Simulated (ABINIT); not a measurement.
**MoS2 (P6_3/mmc): G0W0 with ABINIT, start to end**

Aim: the G0W0 gap of MoS2 (P6_3/mmc) on PBE with spin-orbit coupling, step by step.

Main program and level: ABINIT 10.8.3; PBE and many-body steps on it, plane waves.

Report form: the programs' logs are mostly left out.

The database entry behind the starting cell differs from later determinations by our own check (about 0.3 % long), so it need not match the best structure at ambient conditions.

**1. The structure**

The structure is hexagonal, space group P6_3/mmc (No. 194). Conventional cell: a = 3.169 Å, b = 3.169 Å, c = 12.324 Å, α = 90.00°, β = 90.00°, γ = 120.00°. Nearest to Mo lie 6 S at 2.41 Å. S has 3 Mo at 2.41 Å nearest. Farther neighbours and most contacts between anions are not listed.

Coordinates:

```cif
data_structure
_symmetry_space_group_name_H-M 'P6_3/mmc'
_symmetry_Int_Tables_number 194
_cell_length_a 3.1690
_cell_length_b 3.1690
_cell_length_c 12.3240
_cell_angle_alpha 90.000
_cell_angle_beta 90.000
_cell_angle_gamma 120.000
_cell_volume 107.18
loop_
_atom_site_label
_atom_site_type_symbol
_atom_site_symmetry_multiplicity
_atom_site_Wyckoff_symbol
_atom_site_fract_x
_atom_site_fract_y
_atom_site_fract_z
_atom_site_occupancy
Mo1 Mo 2 c 0.33333 0.66667 0.25000 1
S1 S 4 f 0.33333 0.66667 0.62300 1
```

The cell and positions come from the Crystallography Open Database and are kept as given unless a step says otherwise.

**2. Ground state**

This step: ABINIT 10.8.3; DFT, PBE with spin-orbit coupling, plane waves, norm-conserving pseudopotentials.

The ground-state density comes first.

Input file run.abi:

```
acell 3*1.0 Angstrom
rprim 
  3.169000000004 -0.000000000001 0.000000000000
  -1.584500000001 2.744434504597 0.000000000000
  0.000000000000 0.000000000000 12.324000000000
ntypat 2
znucl 42 16
natom 6
typat 1 1 2 2 2 2
xred 
  0.333333333333 0.666666666667 0.250000000000
  0.666666666667 0.333333333333 0.750000000000
  0.333333333333 0.666666666667 0.623000000000
  0.666666666667 0.333333333333 0.123000000000
  0.333333333333 0.666666666667 0.877000000000
  0.666666666667 0.333333333333 0.377000000000
pp_dirpath "pseudos"
pseudos "Mo.upf, S.upf"
ecut 36
nspinor 2
ngkpt 6 6 2
nshiftk 1
shiftk 0 0 0
kptopt 1
chksymbreak 0
nband 66
occopt 1
tolvrs 1e-10
nstep 60
prtwf 0
indata_prefix "in"
outdata_prefix "out"
tmpdata_prefix "tmp"
```

On the command line:

```
$ OMP_NUM_THREADS=1 mpirun -n 4 abinit run.abi > log
```

Run time: 6.2 min. Hardware: 4 MPI ranks of Arm Neoverse V1, shared host; peak memory 0.66 GiB.

Numbers from this step:

```
total energy               : -5030.9746 eV
gap                        : 0.8830 eV
k of the valence top       : 0, 0, 0
k of the conduction bottom : 0.1667, 0.1667, 0
least direct gap           : 1.622 eV
pressure                   : 1.983 GPa
```

The gap is indirect, with the least direct gap 0.74 eV higher.

The cutoff was set for levels, not for stress, so the pressure can be off by some GPa.

**3. Bands along the symmetry lines**

The cheap functional maps the bands first; the places of the edges decide which points the dearer methods must see.

run.abi, as its differences from that of step 2:

```diff
@@ -20,12 +20,53 @@
 nspinor 2
-ngkpt 6 6 2
-nshiftk 1
-shiftk 0 0 0
-kptopt 1
-chksymbreak 0
-nband 66
-occopt 1
-tolvrs 1e-10
-nstep 60
+iscf -2
+irdden 1
+kptopt 0
+nkpt 39
+kpt 
+  0.00000000 0.00000000 0.00000000
+  0.12500000 0.00000000 0.00000000
+  0.25000000 0.00000000 0.00000000
+  0.37500000 0.00000000 0.00000000
+  0.50000000 0.00000000 0.00000000
+  0.45833333 0.08333333 0.00000000
+  0.41666666 0.16666666 0.00000000
+  0.37500000 0.25000000 0.00000000
+  0.33333333 0.33333333 0.00000000
+  0.25000000 0.25000000 0.00000000
+  0.16666666 0.16666666 0.00000000
+  0.08333333 0.08333333 0.00000000
+  0.00000000 0.00000000 0.00000000
+  0.00000000 0.00000000 0.12500000
+  0.00000000 0.00000000 0.25000000
+  0.00000000 0.00000000 0.37500000
+  0.00000000 0.00000000 0.50000000
+  0.12500000 0.00000000 0.50000000
+  0.25000000 0.00000000 0.50000000
+  0.37500000 0.00000000 0.50000000
+  0.50000000 0.00000000 0.50000000
+  0.45833333 0.08333333 0.50000000
+  0.41666666 0.16666666 0.50000000
+  0.37500000 0.25000000 0.50000000
+  0.33333333 0.33333333 0.50000000
+  0.25000000 0.25000000 0.50000000
+  0.16666666 0.16666666 0.50000000
+  0.08333333 0.08333333 0.50000000
+  0.00000000 0.00000000 0.50000000
+  0.50000000 0.00000000 0.50000000
+  0.50000000 0.00000000 0.37500000
+  0.50000000 0.00000000 0.25000000
+  0.50000000 0.00000000 0.12500000
+  0.50000000 0.00000000 0.00000000
+  0.33333333 0.33333333 0.50000000
+  0.33333333 0.33333333 0.37500000
+  0.33333333 0.33333333 0.25000000
+  0.33333333 0.33333333 0.12500000
+  0.33333333 0.33333333 0.00000000
+istwfk *1
+nband 68
+nbdbuf 6
+tolwfr 1e-08
+nstep 40
 prtwf 0
+prtvol 0
 indata_prefix "in"
```

The job ended after 6.4 min (4 MPI ranks; peak memory 0.95 GiB).

Numbers from this step:

```
gap                        : 0.8830 eV
k of the valence top       : 0, 0, 0
k of the conduction bottom : 0.1667, 0.1667, 0
least direct gap           : 1.622 eV
```

The gap is 0.883 eV, as in the run before at this level.

Electronic bands along the path, in eV, zero at the top of the highest filled band:

| point | band 49 | band 50 | band 51 | band 52 | band 53 | band 54 | band 55 | band 56 |
| --- | --- | --- | --- | --- | --- | --- | --- | --- |
| Γ | -1.14 | -1.14 | 0.00 | 0.00 | 2.05 | 2.05 | 2.08 | 2.08 |
| halfway | -1.49 | -1.49 | -1.36 | -1.36 | 1.21 | 1.21 | 1.59 | 1.59 |
| M | -1.39 | -1.39 | -1.27 | -1.27 | 1.59 | 1.59 | 1.64 | 1.64 |
| halfway | -1.11 | -1.11 | -0.89 | -0.89 | 1.44 | 1.44 | 1.56 | 1.56 |
| K | -0.80 | -0.80 | -0.58 | -0.58 | 1.04 | 1.04 | 1.05 | 1.05 |
| halfway | -1.50 | -1.50 | -1.43 | -1.43 | 0.88 | 0.88 | 1.62 | 1.62 |
| Γ | -1.14 | -1.14 | 0.00 | 0.00 | 2.05 | 2.05 | 2.08 | 2.08 |
| halfway | -0.63 | -0.63 | -0.06 | -0.06 | 2.05 | 2.05 | 2.07 | 2.07 |
| A | -0.27 | -0.27 | -0.27 | -0.27 | 2.06 | 2.06 | 2.06 | 2.06 |
| halfway | -1.38 | -1.38 | -1.38 | -1.38 | 1.54 | 1.54 | 1.54 | 1.54 |
| L | -1.33 | -1.33 | -1.33 | -1.33 | 1.61 | 1.61 | 1.61 | 1.61 |
| halfway | -1.05 | -1.05 | -0.93 | -0.93 | 1.48 | 1.48 | 1.53 | 1.53 |
| H | -0.77 | -0.77 | -0.62 | -0.62 | 1.05 | 1.05 | 1.05 | 1.05 |
| halfway | -1.50 | -1.50 | -1.43 | -1.43 | 1.18 | 1.18 | 1.25 | 1.25 |
| A | -0.27 | -0.27 | -0.27 | -0.27 | 2.06 | 2.06 | 2.06 | 2.06 |
| jump to L | -1.33 | -1.33 | -1.33 | -1.33 | 1.61 | 1.61 | 1.61 | 1.61 |
| halfway | -1.37 | -1.37 | -1.29 | -1.29 | 1.60 | 1.60 | 1.63 | 1.63 |
| M | -1.39 | -1.39 | -1.27 | -1.27 | 1.59 | 1.59 | 1.64 | 1.64 |
| jump to H | -0.77 | -0.77 | -0.62 | -0.62 | 1.05 | 1.05 | 1.05 | 1.05 |
| halfway | -0.78 | -0.78 | -0.60 | -0.60 | 1.05 | 1.05 | 1.05 | 1.05 |
| K | -0.80 | -0.80 | -0.58 | -0.58 | 1.04 | 1.04 | 1.05 | 1.05 |

**4. Empty states on the mesh, 3×3×1 mesh, 268 bands**

The sums over transitions need many empty states on a uniform mesh; this step solves for them.

Input file run.abi:

```
acell 3*1.0 Angstrom
rprim 
  3.169000000004 -0.000000000001 0.000000000000
  -1.584500000001 2.744434504597 0.000000000000
  0.000000000000 0.000000000000 12.324000000000
ntypat 2
znucl 42 16
natom 6
typat 1 1 2 2 2 2
xred 
  0.333333333333 0.666666666667 0.250000000000
  0.666666666667 0.333333333333 0.750000000000
  0.333333333333 0.666666666667 0.623000000000
  0.666666666667 0.333333333333 0.123000000000
  0.333333333333 0.666666666667 0.877000000000
  0.666666666667 0.333333333333 0.377000000000
pp_dirpath "pseudos"
pseudos "Mo.upf, S.upf"
ecut 36
nspinor 2
ngkpt 3 3 1
nshiftk 1
shiftk 0 0 0
kptopt 1
chksymbreak 0
iscf -2
irdden 1
istwfk *1
nband 268
nbdbuf 24
tolwfr 1e-09
nstep 60
prtvol 0
indata_prefix "in"
outdata_prefix "out"
tmpdata_prefix "tmp"
```

On the command line:

```
$ OMP_NUM_THREADS=1 mpirun -n 3 abinit run.abi > log
```

Run time: 4.6 min. Hardware: 3 MPI ranks; peak memory 0.49 GiB; 14 min of CPU time.

This step gave:

| Property | Result |
| --- | --- |
| gap | 1.045 eV |
| k of the valence top | 0, 0, 0 |
| k of the conduction bottom | 0.3333, 0.3333, 0 |
| least direct gap | 1.622 eV |
| k points computed | 3 |
| lowest point of the top converged band, above the valence top | 42.26 eV |

On this mesh the gap is 1.045 eV. The earlier step found 0.883 eV, so this mesh misses an edge.

**5. Screening, 3×3×1 mesh, 244 bands, screening to 119.7 eV**

The RPA dielectric matrix is built and inverted for each q.

This step: RPA screening on PBE with spin-orbit coupling, plane waves, norm-conserving pseudopotentials.

run.abi, as its differences from that of step 4:

```diff
@@ -25,10 +25,11 @@
 chksymbreak 0
-iscf -2
-irdden 1
 istwfk *1
-nband 268
-nbdbuf 24
-tolwfr 1e-09
-nstep 60
-prtvol 0
+occopt 1
+irdwfk 1
+optdriver 3
+nband 244
+ecuteps 4.4
+inclvkb 0
+awtr 1
+symchi 1
 indata_prefix "in"
```

On the command line:

```
$ OMP_NUM_THREADS=1 mpirun -n 4 abinit run.abi > log
```

Run time: 71 s. Hardware: 4 MPI ranks; peak memory 1.9 GiB; 4.7 min of CPU time.

This step gave:

| Quantity | Value |
| --- | --- |
| ε∞ with local fields, on this mesh, along the program's q direction | 19.25 |
| the same without local fields | 21.86 |
| plasma frequency | 25.86 eV |
| plane waves in the screening matrix | 315 |

Local fields lower ε∞ by 12 %. On a Γ-centred mesh this coarse the value itself is usually too large, while a short band sum pulls it down.

**6. Self-energy, 3×3×1 mesh, 244 bands, screening to 119.7 eV**

The self-energy is evaluated for the states that the input lists, and the levels follow from it, in one-shot runs by the linearised quasiparticle equation.

This step: G0W0 on PBE with spin-orbit coupling, plane waves, norm-conserving pseudopotentials.

run.abi, as its differences from that of step 5:

```diff
@@ -28,8 +28,17 @@
 irdwfk 1
-optdriver 3
+optdriver 4
 nband 244
+gwcalctyp 0
+ecutsigx 36
+symsigma 0
+nkptgw 2
+kptgw 
+  0.0000000000 0.0000000000 0.0000000000
+  0.3333333333 0.3333333333 0.0000000000
+bdgw 
+  49 56
+  49 56
 ecuteps 4.4
-inclvkb 0
-awtr 1
-symchi 1
+irdscr 1
+ppmodel 1
 indata_prefix "in"
```

Run time: 1.7 min. Hardware: 4 MPI ranks; peak memory 1.7 GiB; 7 min of CPU time.

Numbers from this step:

* G0W0 gap on the points computed: 1.707 eV
* starting gap on the mesh: 1.045 eV
* k of the valence top: 0, 0, 0
* k of the conduction bottom: 0.3333, 0.3333, 0
* Z at the valence top: 0.777
* Z at the conduction bottom: 0.775
* least direct G0W0 gap on the computed points: 2.272 eV

The gap on the mesh goes from 1.04 eV to 1.71 eV, a correction of +0.66 eV. The start differs from the 0.88 eV found before because the two sample other k points.

Limits: finite bands, cutoff and mesh; screening head approximate; coarse k mesh. v1 is the top filled band, c1 the lowest empty one. Levels before and after the correction, in eV, zero at the valence-band top of each column:

|  | conduction bottom | valence top |
| --- | --- | --- |
| Kohn-Sham | 1.04 | 0.00 |
| G0W0 | 1.71 | 0.00 |

|  | level | energy (eV) |
| --- | --- | --- |
| Kohn-Sham | Γ v3 | -1.143 |
| Kohn-Sham | Γ v2-v1 | 0.000 |
| Kohn-Sham | Γ c1-c2 | 2.053 |
| Kohn-Sham | Γ c3 | 2.082 |
| Kohn-Sham | (0.333 0.333 0) v3 | -0.795 |
| Kohn-Sham | (0.333 0.333 0) v2-v1 | -0.577 |
| Kohn-Sham | (0.333 0.333 0) c1-c3 | 1.045 |
| G0W0 | Γ v3 | -1.237 |
| G0W0 | Γ v2-v1 | 0.000 |
| G0W0 | Γ c1-c2 | 2.495 |
| G0W0 | Γ c3 | 2.511 |
| G0W0 | (0.333 0.333 0) v3 | -0.805 |
| G0W0 | (0.333 0.333 0) v2-v1 | -0.565 |
| G0W0 | (0.333 0.333 0) c1-c3 | 1.707 |

**7. Where the time went**

Times are wall times on the hardware named with each run, good to a factor of about two.

| step | time | share | memory (GiB) |
| --- | --- | --- | --- |
| ground state | 6.2 min | 31 % | 0.66 |
| bands along the symmetry lines | 6.4 min | 32 % | 0.95 |
| empty states on the mesh | 4.6 min | 23 % | 0.49 |
| screening | 71 s | 6 % | 1.9 |
| self-energy | 1.7 min | 9 % | 1.7 |

**8. Summary of results**

| Quantity | Value |
| --- | --- |
| PBE gap | 0.88 eV, indirect |
| G0W0 gap on the mesh | 1.71 eV |
| G0W0 gap over the zone (rigid shift) | 1.55 eV |
| GW settings | 3×3×1 mesh, 244 bands, screening to 119.7 eV, Godby-Needs plasmon pole |
| known limits | not at the basis limit; screening head approximate; coarse k mesh |

What this shows: G0W0 moves the gap on the mesh from 1.04 eV to 1.71 eV (+0.66 eV), with Z of 0.78 and 0.78 at the edges. The mesh misses the band edges by 0.16 eV in all; a rigid shift gives 1.55 eV for the zone. Local fields lower the RPA ε∞ on this mesh from 21.86 to 19.25; a Γ-centred mesh this coarse tends to raise both, most where the direct gap is narrow, while a short band sum lowers them. Only 2 of the mesh's irreducible points were corrected, so a valley elsewhere could overtake. Bands and cutoff are finite, so the gap is not at the basis limit. The miss can reach some tenths of an eV and take either sign; the mesh is an error of its own. In the G0W0 run levels were corrected at 2 k points alone, so a gap called «on the mesh» is the least over those, and an edge elsewhere would be missed. A denser mesh or path gives a starting gap of 0.88 eV: the GW mesh misses a band edge, so its gaps are not the fundamental one. The 3×3×1 mesh is coarse for this cell, which bears on the long-range parts of exchange and screening. The long-wavelength limit of the screening leaves out the non-local commutator, which shifts ε∞.

[Paths, hosts, dates, memory and timing lines, banners, echoed tables and standing remarks are left out of the program output.]

[Logs are printed without paths, hosts, clocks, repeated set-up lines and the standing remarks that a program may print on its own settings, such as how far it seeks lower states.]

[Runs of the session that timed out or met a known fault of the program may be left out.]

[Hosts, paths, dates, database ids (printed as entryN), source tags and the programs' standing remarks are cut or masked in the printed files.]

[G0W0 gaps are taken among the corrected bands and points alone; a level outside them can change the order at an edge.]

[Where Ansatz stands beside ABINIT at settings called matched, ABINIT's density can come from a denser mesh and the files from another edition; pairs whose starting gaps differed by over 0.03 eV were left out, so agreement reads better than it is.]
